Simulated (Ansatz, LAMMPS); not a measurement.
# Localised basis functions on amorphous trans-polyacetylene (as short chains C28H32) at 250 K (540 atoms), part 2 of 2

Wanted: errors and times of a linear-scaling basis for amorphous trans-polyacetylene (as short chains C28H32) at 250 K (540 atoms). A setting counts as converged where the r.m.s. difference of forces stays under 1 % of the r.m.s. force.

Ansatz 0.2.0; Kohn-Sham DFT, PBE+D3(BJ), PAW (set soft_2), plane waves.

The cell: 252 C and 288 H. The network of contacts between molecules at the start is that of the classical potential that made the cell. The density was typed from a rule of thumb and may lie off the real one at this temperature. Only the Γ point is sampled, in a cell whose shortest periodic width is 17 Å.

So far. Step 3 (Plane-wave single point): Mean Löwdin charges: C -0.14, H +0.18 e (they miss 1.2 % of the electrons, so they add up to more than the cell's charge). The largest share in the top eV of filled states is C p (97 % of the projected weight), and in the lowest eV of empty states C p (96 % of the projected weight).

### 4. Structure statistics

These statistics describe the geometry on which the runs were made.

Density 1.08 g/cm³, 9.480 Å³ an atom.

g(r), total and by pair (bins of 0.1 Å):

| r (Å) | total | H-H | H-C | C-C |
| --- | --- | --- | --- | --- |
| 0.95 | 0.00 | 0.00 | 0.00 | 0.00 |
| 1.05 | 4.77 | 0.00 | 9.58 | 0.00 |
| 1.15 | 2.05 | 0.00 | 4.11 | 0.00 |
| 1.25 | 0.03 | 0.00 | 0.00 | 0.16 |
| 1.35 | 1.92 | 0.00 | 0.00 | 8.82 |
| 1.45 | 1.49 | 0.00 | 0.00 | 6.86 |
| 1.55 | 0.08 | 0.00 | 0.00 | 0.39 |
| 1.65 | 0.06 | 0.21 | 0.00 | 0.00 |
| 1.75 | 0.35 | 1.24 | 0.00 | 0.00 |
| 1.85 | 0.08 | 0.26 | 0.00 | 0.00 |
| 1.95 | 0.02 | 0.00 | 0.04 | 0.00 |
| 2.05 | 1.18 | 0.23 | 2.25 | 0.00 |
| 2.15 | 1.90 | 0.63 | 3.46 | 0.00 |
| 2.25 | 0.67 | 1.06 | 0.71 | 0.07 |
| 2.35 | 0.83 | 1.58 | 0.03 | 1.67 |
| 2.45 | 1.30 | 1.94 | 0.19 | 3.03 |
| 2.55 | 0.93 | 1.57 | 0.82 | 0.34 |
| 2.65 | 1.11 | 1.24 | 1.53 | 0.00 |
| 2.75 | 0.83 | 0.82 | 1.20 | 0.00 |
| 2.85 | 0.74 | 0.85 | 0.99 | 0.03 |
| 2.95 | 0.74 | 1.01 | 0.83 | 0.16 |
| 3.05 | 1.04 | 1.76 | 0.98 | 0.21 |
| 3.15 | 0.96 | 1.60 | 0.92 | 0.20 |
| 3.25 | 0.76 | 0.66 | 1.08 | 0.15 |
| 3.35 | 0.92 | 0.97 | 1.15 | 0.35 |
| 3.45 | 0.78 | 0.85 | 0.86 | 0.52 |
| 3.55 | 0.79 | 0.70 | 0.77 | 0.98 |
| 3.65 | 1.02 | 0.87 | 0.92 | 1.45 |
| 3.75 | 1.12 | 0.90 | 1.03 | 1.62 |
| 3.85 | 1.07 | 0.98 | 1.02 | 1.31 |
| 3.95 | 1.10 | 0.90 | 1.18 | 1.15 |
| 4.05 | 1.10 | 0.90 | 1.23 | 1.06 |
| 4.15 | 1.02 | 0.92 | 1.11 | 0.93 |
| 4.25 | 0.96 | 0.81 | 0.99 | 1.10 |
| 4.35 | 1.08 | 0.94 | 1.05 | 1.35 |
| 4.45 | 1.15 | 1.11 | 1.07 | 1.39 |
| 4.55 | 1.12 | 1.22 | 1.03 | 1.18 |
| 4.65 | 1.04 | 1.23 | 0.88 | 1.16 |
| 4.75 | 1.25 | 1.21 | 1.11 | 1.61 |
| 4.85 | 1.20 | 1.14 | 1.05 | 1.64 |
| 4.95 | 1.12 | 1.11 | 1.07 | 1.23 |
| 5.05 | 1.03 | 0.89 | 1.14 | 0.99 |
| 5.15 | 1.03 | 1.01 | 1.00 | 1.13 |
| 5.25 | 0.96 | 0.84 | 1.00 | 1.05 |

Bonds by pair of elements; cutoffs follow the first minimum of g(r), held within bounds set by covalent radii, and pairs that aren't listed don't count as bonded:

| pair A-B | cutoff (Å) | bonds | mean length (Å) | spread (Å) | shortest (Å) | B about A | A about B |
| --- | --- | --- | --- | --- | --- | --- | --- |
| H-C | 1.34 | 288 | 1.09 | 0.027 | 1.02 | 1 | 1.14 |
| C-C | 1.85 | 243 | 1.39 | 0.059 | 1.30 | 1.93 | 1.93 |

How many atoms have how many bonded neighbours:

| element | mean | 1 | 3 | 4 |
| --- | --- | --- | --- | --- |
| C | 3.07 | 0 | 234 | 18 |
| H | 1 | 288 | 0 | 0 |

Bond angles, per cent of each kind in bins of 5°:

| angle (°) | C-C-H | C-C-C | H-C-H |
| --- | --- | --- | --- |
| 95–100 | 0.0 | 0.0 | 5.6 |
| 100–105 | 0.6 | 0.0 | 16.7 |
| 105–110 | 5.0 | 0.0 | 51.9 |
| 110–115 | 18.2 | 1.7 | 24.1 |
| 115–120 | 44.4 | 25.2 | 1.8 |
| 120–125 | 27.2 | 50.0 | 0.0 |
| 125–130 | 4.6 | 22.6 | 0.0 |
| 130–135 | 0.0 | 0.4 | 0.0 |

Bond angles (no mean is given where the spread exceeds 20°):

| angle | count | mean (°) | spread (°) |
| --- | --- | --- | --- |
| C-C-H | 522 | 118 | 4.5 |
| C-C-C | 234 | 122 | 3.6 |
| H-C-H | 54 | 108 | 3.8 |

Bond length by coordination (bonds to H left out):

| element | coordination | atoms | mean bond length (Å) |
| --- | --- | --- | --- |
| C | 3 | 234 | 1.39 |
| C | 4 | 18 | 1.48 |

By these cutoffs 93 % of C atoms have 3 and all H atoms have 1 bonded neighbour. The C-C-H angle averages 118° with a spread of 4°.

The surroundings of C201, which bears the longest force, nearest first, numbered as they follow in the input and with coordinates relative to it.

| atom | x | y | z | distance (Å) | bonds | Löwdin charge (e) | Fx | Fy | Fz (eV/Å) |
| --- | --- | --- | --- | --- | --- | --- | --- | --- | --- |
| C201 | 0.00 | 0.00 | 0.00 | 0.00 | 3 | -0.11 | -2.56 | -3.63 | 1.53 |
| H231 | -0.71 | 0.65 | 0.45 | 1.06 | 1 | 0.18 | -0.33 | 0.56 | 0.95 |
| C200 | 0.73 | 0.43 | -0.98 | 1.30 | 3 | -0.11 | 1.59 | 0.06 | -2.07 |
| C202 | -0.11 | -1.46 | 0.27 | 1.49 | 3 | -0.12 | -0.14 | 3.27 | 0.63 |
| H230 | 1.25 | -0.41 | -1.49 | 1.98 | 1 | 0.17 | 0.51 | 0.92 | -0.24 |
| H232 | 0.50 | -2.11 | -0.31 | 2.19 | 1 | 0.18 | 0.41 | -0.50 | -0.59 |
| C199 | 0.88 | 1.82 | -1.26 | 2.38 | 3 | -0.12 | -0.29 | 0.42 | -0.15 |
| C203 | -0.80 | -1.97 | 1.32 | 2.50 | 3 | -0.13 | 0.12 | 0.65 | 0.53 |
| H229 | 0.05 | 2.51 | -1.01 | 2.70 | 1 | 0.18 | 0.12 | -0.28 | 0.16 |
| H233 | -1.34 | -1.40 | 2.08 | 2.84 | 1 | 0.18 | -0.02 | 0.42 | -0.51 |

The column of bonds counts only the pairs H-C within 1.34 Å, C-C within 1.85 Å; other neighbours, such as metal atoms beside each other in a compound, aren't counted, and periodic images can show an atom twice.

### 5. Support functions medium

With localised support functions most steps grow linearly with size, though the diagonalisation grows faster unless the density matrix is cut; this run measures error and cost at this size. The level medium gives here a grid of 90×90×90 points and a radius of 3.36 Å.

This step: Kohn-Sham DFT, PBE+D3(BJ), PAW (set soft_2), localised support functions (medium) (Ansatz 0.2.0).

input.yaml reads:

```yaml
crystal:
  lattice:
    - [17.23445, 0.0, 0.0]
    - [0.0, 17.23445, 0.0]
    - [0.0, 0.0, 17.23445]
  atoms:
    [... the 540 atom lines of step 3 ...]
kpoints:
  mp_grid: { grid: [1, 1, 1] }
hamiltonian:
  xc: pbe
  dispersion: d3bj
scf:
  occupations: { method: gaussian, width: 0.05 }
  eigensolver: { kind: { support_functions: { accuracy: medium } } }
  mixing: { beta: 0.4 }
  max_iter: 150
output:
  forces: true
  eigenvalues: true
```

The run is started by

```
$ ansatz run input.yaml --threads 8 --pin off --max-ram 15872MiB --backend cpu --events-out ev --progress --plain --runs-dir out
```

Numbers of over 12 decimals in the logs are rounded to 6 here.

The log of the run:

```text
Warning: scf.eigensolver.kind.support_functions: disabling space-group detection — the functions' gradient is summed over unrotated k-points, so no spatial operation reduces the k-mesh or symmetrises the density; time reversal is kept, so that k and −k are solved as one point where they differ and the mesh holds both, and exact exchange and, on two spinor components, a DFT+U term hold to it where the run has them: [...]
settings of this run that can trade accuracy for cost: scf.eigensolver.kind.support_functions [...]
[...]
Crystal: 540 atoms, lattice volume = 5119.084 Å³
Basis set: ecut = 420 eV, 100137 PW (Γ), exchange–correlation on 240×240×240 points (8 copies of the dense FFT grid, shifted against one another)
Bands: 778, of which v1, the nominal top of the filled ones, is band 648 counted from 1 (647 counted from 0)
Symmetry: 1 space group operations
k-points: 1
[...]
Eigensolver: Support functions (medium, 90×90×90 points, laid for a spacing of at most 0.228497 Å, radius 3.358482 Å, 22 sites without an atom, 2 species' potentials softened for the grid, 2 wholly corrected for its errors in the mean over positions, 2 with the egg-box correction, energy correction by stochastic trace)
[...]
SCF iter   1: F=—  HF=-67961.448306 eV  |F-HF|=—  |Δ(HF+E_count)|=         —  Δρ=1.24e-1  dr2=9.29e2  ethr=1.00e-1
[...]
SCF iter  12: F=—  HF=-67811.910463 eV  |F-HF|=—  |Δ(HF+E_count)|=   2.68e-3  Δρ=1.92e-5  dr2=1.65e-5  ethr=4.11e-9  κ⁻¹=7.2e-7(r=7)
SCF iter  13: F=-67811.910486 eV  HF=-67811.910486 eV  |F-HF|=1.67e-7  |Δ(HF+E_count)|=   2.28e-5  Δρ=7.54e-6  dr2=2.63e-6  ethr=1.27e-9
SCF 1 converged in 13 iterations: F = -67811.939236 eV  dr2 = 2.63e-6
[...]
SCF converged after 13 iterations
Stability not checked: this state was not tested for a lower state beside it, because the mixer in use, unlike msr1, does not test its closes by its own steps (another_mixer; see scf.mixing.algorithm and scf.lower_state_search)
Free energy (F): -67811.939236 eV
[...]
Internal energy: -67811.939236 eV  (E = F + TS)
E sigma→0 (E₀):  -67811.939236 eV
Fermi energy:    1.960376 eV
[...]
Σ components = -67811.939236   (vs F -67811.939236, Δ=0.00e0)
--- Forces (eV/Å), atoms counted from 1 ---
  atom   1  C     -0.17637267    -1.46128959     1.65250538
  atom   2  C      0.47553300    -1.51622306    -0.44969481
  atom   3  C     -0.73346589     1.85197955    -0.63356486
  atom   4  C     -0.26044039    -0.16861731     1.45744521
[...]
atom 540  H      0.11500392    -0.62559538     0.26527774
  max |Σ_I F_I| component: 2.35e-3 eV/Å
--- Band table (eV) ---
[...]
```

It took 2.5 min on 8 threads of Arm Neoverse V2, shared host; peak memory 7.9 GiB; 19 min of CPU time.

The program notes that the band table was not solved further than the SCF left it and it switched symmetry off.

Keys that differ from the reference: support_functions.accuracy = "medium", scf.max_iter = 150 and scf.mixing.beta = 0.4.

Forces differ from the reference by 5.0 meV/Å r.m.s., 0.55 % of their size, within a tolerance of 1 %; the energy by -3.4 meV/atom.

### 6. Cost against change

Each row is set against the plane-wave reference (Kohn-Sham DFT, PBE+D3(BJ), PAW (set soft_2), plane waves; r.m.s. force component 0.915 eV/Å). Energies are set beside the reference only for runs with its functional, potentials and electron count. Times are for 8 threads of Arm Neoverse V2, shared host. The reference's time includes the DOS, the stress and grids, which some other runs skip.

| run | Δ force, r.m.s. (meV/Å) | share of r.m.s. force (%) | Δ energy (meV/atom) | Δ gap (eV) | cycles | time | host memory (GiB) |
| --- | --- | --- | --- | --- | --- | --- | --- |
| reference | - | - | - | - | 11 | 3.8 min | 10 |
| support functions medium | 4.99 | 0.546 | -3.35 | -3.0e-4 | 13 | 2.5 min | 7.9 |

### 7. Outcome

```
free energy per atom                             : -125.5743 eV/atom
pressure                                         : 4.808 GPa
r.m.s. force component                           : 0.9148 eV/Å
gap (highest filled to lowest empty level) : 1.141 eV
wall time of the 2 DFT runs                      : 6.3 min
```

In words: Against plane waves at 420 eV, the forces differ by 5.0 meV/Å (0.55 %) with support functions medium. Differences between support functions and plane waves include what basis error the plane-wave run still has.

Between filled and empty levels lie 1.14 eV (at Γ alone); a semilocal functional tends to put such gaps too low. It is the spacing of short capped chains, not of the long polymer. In a disordered cell it changes from sample to sample, and tail or defect levels can set it. With the cutoffs above, 93 % of C atoms have 3 and all H atoms have 1 bonded neighbour.

**Limits.** The force components of 0.91 eV/Å r.m.s. reflect the temperature of the frame as well as the gap between the generating potential and DFT, above all in bond lengths inside molecules. The stress is far from hydrostatic: its diagonal is 2.6, 4.8, 7.0 GPa, compression counted positive. The pressure of 4.8 GPa is that of one thermal frame, in which the classical model's bond lengths enter as well as the volume, without the kinetic term and with the strain of bonds inside molecules.

[Logs are printed without paths, hosts, clocks, repeated set-up lines and the standing remarks that a program may print on its own settings, such as how far it seeks lower states.]

[Hosts, paths, dates, database ids (printed as entryN), source tags and the programs' standing remarks are cut or masked in the printed files.]
